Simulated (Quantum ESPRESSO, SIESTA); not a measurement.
# In-plane stress of fcc Rh under biaxial strain, SIESTA DZP, PBEsol

Calculated with SIESTA 5.4.2: PBEsol; DZP orbitals, shift 0.01 Ry, mesh 400 Ry; k-mesh 8×8×8. The first two cell vectors are strained alike from typed lattice constants; the third vector's length and the atoms are relaxed. The geometries are those relaxed at QE, PBEsol. The typed cell isn't stress-free: at zero strain the reference's in-plane stress is -5.4 GPa, compression positive.

```
in-plane strain (%)  in-plane stress (GPa, compression positive)
                 -4                                        15.48
                 -3                                        8.907
                 -2                                        3.319
                 -1                                       -2.481
                  0                                       -6.905
                 +1                                       -11.52
                 +2                                            ?
                 +3                                       -18.12
                 +4                                       -20.46
```

Task: Fit a second-order form in the logarithmic strain to the rows given and interpolate to the withheld row.

**Working.**

With u = ln[(1 + ε)/(1 + ε0)], counted from the row at ε0 = +0 % where y0 = -6.905, a second-order form y = y0 + a u + b u² makes v = (y − y0)/u a line in u.

```
         u         v
-0.0408220  -548.356
-0.0304592  -519.121
-0.0202027  -506.071
-0.0100503  -440.184
0.00995033  -463.804
 0.0295588  -379.413
 0.0392207  -345.608
```

With n = 7: mean u = -0.00325777, mean v = -457.508, Σ(u − ū)² = 0.0055401, Σ(u − ū)(v − v̄) = 13.027. Slope b = 13.027 / 0.0055401 = 2351.4; intercept a = v̄ − b ū = -449.85.

At the withheld row u = 0.01980, v = a + b u = -403.3, and y = y0 + u v.

Prediction at +2: -14.89 GPa. The run gave -14.84 GPa, so the fit is low by 0.051 GPa (0.34 % of the value).

The first-order term gives a biaxial modulus of 450 GPa at ε0. The second-order term makes up 12 % of v at the withheld row. Among the rows given, the largest miss of the fit is at +4, by 0.47 GPa (1.3 % of the range of the table).

Limits: The nuclei are static. The DFT runs use Fermi–Dirac occupations of width 0.1 eV, and energies are free energies.

[Logs are printed without paths, hosts, clocks, repeated set-up lines and the standing remarks that a program may print on its own settings, such as how far it seeks lower states.]

[Hosts, paths, dates, database ids (printed as entryN), source tags and the programs' standing remarks are cut or masked in the printed files.]
